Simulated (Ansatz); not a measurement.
# K on Pd(100): change of the work function, part 2 of 2

How does one ordered layer of K (top site) change the work function of Pd(100), and what dipole does each adsorbate carry?

Ansatz 0.2.0; plane-wave DFT, LDA, Ansatz PAW.

So far, work function, upper face (eV): step 2 (the clean slab) 5.49; step 3 (adsorbate added) 1.69; step 5 (the slab at 0.25 ML, atoms frozen) 1.69; step 6 (the substrate of the 0.25 ML cell alone) 5.49.

### Step 7. The adsorbate layer of the 0.25 ML cell alone

System of this step: K/Pd(100), adsorbate layer alone, atoms held. The cell holds 1 atom: 1 K. Its edges and angles: a = 5.501 Å, b = 5.501 Å, c = 27.249 Å, α = 90.0°, β = 90.0°, γ = 90.0°. Vacuum lies along c.

The third part; a free layer of atoms may carry a moment, so spin is on.

File input.yaml:

```yaml
crystal:
  lattice:
    - [5.5012907576, 0.0, 0.0]
    - [0.0, 5.5012907576, 0.0]
    - [0.0, 0.0, 27.2490906969]
  atoms:
    - { symbol: K, position: [0.0, 0.0, 0.6319726108], spin: 1.0 }
magnetization:
  spin_polarized: true
kpoints:
  mp_grid: { grid: [6, 6, 1] }
hamiltonian:
  xc: lda
scf:
  occupations: { method: fermi_dirac, width: 0.1 }
  convergence: { dr2_threshold: 1.0e-08 }
efield:
  axis: 3
  dipole_correction: true
  ramp_position: 0.97
  ramp_width: 0.06
output:
  write_potential: true
  write_density: true
  volumetric_format: npy
```

Run with:

```bash
ansatz run input.yaml --threads 4 --pin off --max-ram 6144MiB --backend cpu --events-out ev --progress --plain --runs-dir out
```

Run time: 4.7 s. Hardware: 4 threads of Intel Xeon 6975P-C (Granite Rapids), shared host; peak memory 0.97 GiB; 17 s of CPU time.

Numbers from this step:

| Item | Value |
| --- | --- |
| energy at zero smearing | -1495.6601 eV |
| work function, upper face | 2.616 eV |
| dipole along the normal | 2.54e-6 e·Å |

At this spacing and smearing the free layer keeps no moment.

### Step 8. Where the charge went at 0.25 ML

This step: plane-wave DFT, LDA, Ansatz PAW; density difference on adsorption (Ansatz 0.2.0).

The densities of the parts are taken from that of the whole and averaged over planes; the first moment of what is left gives the step in the potential.

This step gave:

| Item | Value |
| --- | --- |
| largest charge moved | 0.009409 e/Å² |
| potential step from the moved charge | -3.801 eV |

The electron density difference oscillates, so the rows of the table below give means over windows of 1 Å about each position, cut where the curve ends. Its maxima inside the range that stand out by 2 % of the span (Å: e/Å³): 10.5: 4.0e-4, 11.4: 3.0e-4, 12.5: 0.00132, 13.2: 0.00132, 14.6: -1.9e-4, 15.8: 0.0132, 17.9: -0.00231. Its minima: 10.9: -5.1e-4, 11.9: -1.5e-4, 12.8: -0.00164, 13.9: -0.00238, 14.9: -0.00159, 16.9: -0.00305, 18.6: -0.00341.

Planar mean, whole system less its parts. The electron density difference by z; means over each step:

```
z (Å)  electron density difference (e/Å³)
    6                              9.8e-7
    7                              6.2e-6
    8                             -1.8e-5
    9                             -1.1e-5
   10                              1.7e-5
   11                              2.9e-5
   12                              2.0e-4
   13                             -2.6e-5
   14                            -0.00187
   15                             0.00183
   16                             0.00915
   17                            -0.00235
   18                            -0.00274
   19                            -0.00282
   20                            -0.00109
   21                             -2.6e-4
   22                             -4.5e-5
   23                             -5.9e-6
   24                             -3.4e-7
```

Planar mean, whole system less its parts. The electrons moved below z by z:

z (Å), electrons moved below z (e/Å²) and a bar from the least value:
```
        6    0.00000 ######
        7    0.00000 ######
        8    0.00001 ######
        9    0.00000 ######
       10   -0.00009 ######
       11   -0.00004 ######
       12   -0.00002 ######
       13   -0.00001 ######
       14   -0.00091 ####
       15   -0.00217 
       16    0.00706 ###########################
       17    0.00815 ##############################
       18    0.00552 ######################
       19    0.00238 #############
       20    0.00061 ########
       21    0.00011 #######
       22    0.00002 ######
       23    0.00000 ######
       24    0.00000 ######
```

### Step 9. Varying the input

This step: plane-wave DFT, LDA, Ansatz PAW (Ansatz 0.2.0).

System of this step: KPd16 (K/Pd(100)). The cell holds 17 atoms: 16 Pd and 1 K. Its edges and angles: a = 5.501 Å, b = 5.501 Å, c = 27.249 Å, α = 90.0°, β = 90.0°, γ = 90.0°. Vacuum lies along c. The cell carries charge −1.

A run with a changed input: it repeats the earlier run at 0.25 ML with scf.lower_state_search to standard and total_charge to -1; its output block differs too.

File input.yaml:

```yaml
crystal:
  lattice:
    - [5.5012907576, 0.0, 0.0]
    - [0.0, 5.5012907576, 0.0]
    - [0.0, 0.0, 27.2490906969]
  atoms:
    - { symbol: Pd, position: [0.25, 0.25, 0.3302862507] }
    - { symbol: Pd, position: [0.0, 0.0, 0.4016647792] }
    - { symbol: Pd, position: [0.25, 0.25, 0.4702295839] }
    - { symbol: Pd, position: [0.0, 0.0, 0.5379295353] }
    - { symbol: Pd, position: [0.25, 0.75, 0.3302862507] }
    - { symbol: Pd, position: [0.0, 0.5, 0.4016647792] }
    - { symbol: Pd, position: [0.25, 0.75, 0.4702295839] }
    - { symbol: Pd, position: [0.0, 0.5, 0.5379295353] }
    - { symbol: Pd, position: [0.75, 0.25, 0.3302862507] }
    - { symbol: Pd, position: [0.5, 0.0, 0.4016647792] }
    - { symbol: Pd, position: [0.75, 0.25, 0.4702295839] }
    - { symbol: Pd, position: [0.5, 0.0, 0.5379295353] }
    - { symbol: Pd, position: [0.75, 0.75, 0.3302862507] }
    - { symbol: Pd, position: [0.5, 0.5, 0.4016647792] }
    - { symbol: Pd, position: [0.75, 0.75, 0.4702295839] }
    - { symbol: Pd, position: [0.5, 0.5, 0.5379295353] }
    - { symbol: K, position: [0.0, 0.0, 0.6697137493] }
kpoints:
  mp_grid: { grid: [6, 6, 1] }
hamiltonian:
  xc: lda
scf:
  occupations: { method: fermi_dirac, width: 0.1 }
  convergence: { dr2_threshold: 1.0e-08 }
  lower_state_search: standard
efield:
  axis: 3
  dipole_correction: true
  ramp_position: 0.97
  ramp_width: 0.06
relax:
  f_tol: 0.02
  max_steps: 60
  constraints: [{ sites: [0, 1, 4, 5, 8, 9, 12, 13] }]
output:
  bader: true
  dos: { projected: true, e_range: [-8, 4] }
  write_potential: true
  write_density: true
  volumetric_format: npy
total_charge: -1
```

It took 0.02 s on 4 threads; peak memory 0.054 GiB.

The program refused the input before any cycle.

The program's message: “Error: efield: with total_charge ≠ 0 without external_charges — the saw-weighted dipole of a charged cell depends on the ramp position (the isolated-slab reference a dipole correction restores does no …”

### Step 10. The same run with other settings

System of this step: Pd(100). The cell holds 4 atoms: 4 Pd. Cell: a = 2.751 Å, b = 2.751 Å, c = 23.835 Å, α = 90.0°, β = 90.0°, γ = 90.0°. Vacuum lies along c.

Another changed input: it repeats the earlier run at 0 ML with efield.dipole_correction from true to false and efield.amplitude to 0.1.

File input.yaml:

```yaml
crystal:
  lattice:
    - [2.7506453788, 0.0, 0.0]
    - [0.0, 2.7506453788, 0.0]
    - [0.0, 0.0, 23.835]
  atoms:
    - { symbol: Pd, position: [0.5, 0.5, 0.3775959723] }
    - { symbol: Pd, position: [0.0, 0.0, 0.4591986574] }
    - { symbol: Pd, position: [0.5, 0.5, 0.5408013426] }
    - { symbol: Pd, position: [0.0, 0.0, 0.6224040277] }
kpoints:
  mp_grid: { grid: [11, 11, 1] }
hamiltonian:
  xc: lda
scf:
  occupations: { method: fermi_dirac, width: 0.1 }
  convergence: { dr2_threshold: 1.0e-08 }
efield:
  axis: 3
  dipole_correction: false
  ramp_position: 0.97
  ramp_width: 0.06
  amplitude: 0.1
relax:
  f_tol: 0.02
  max_steps: 60
  constraints: [{ sites: [0, 1] }]
output:
  write_potential: true
  write_density: true
  volumetric_format: npy
```

Run time: 6.4 s. Hardware: 4 threads; peak memory 0.61 GiB.

```
                     quantity  this run  earlier run  difference
dipole along the normal (e·Å)   0.05772      3.08e-4       0.057
```

The applied field differs between the two, so the dipoles differ in any case.

With the dipole correction off, the periodic images add a field of their own to the typed one.

These numbers are not those of the isolated slab.

### Step 11. Summary of results

* work function of the clean face: 5.49 eV
* work function at 0.25 ML: 1.69 eV
* dipole per adsorbate at 0.25 ML, positive end outwards: 3.05 D
* step of the potential from the moved charge at 0.25 ML, upper less lower side, atoms held: -3.80 eV

**Reading.** K lowers the work function of Pd(100) at the lowest coverage, by 3.80 eV: the adsorbate layer has its positive end outwards. One coverage alone was completed, so no trend follows. The slab has 4 layers, at the tabulated experimental lattice constant, one starting site was run, and quantum-size effects of a slab this thin can reach one or two tenths of an eV.

[Logs are printed without paths, hosts, clocks, repeated set-up lines and the standing remarks that a program may print on its own settings, such as how far it seeks lower states.]

[Hosts, paths, dates, database ids (printed as entryN), source tags and the programs' standing remarks are cut or masked in the printed files.]

[Maps of the electrostatic potential energy from Ansatz leave out the sawtooth potential of an applied field or a dipole correction, so their vacuum need not be flat; planar profiles and work functions include it.]
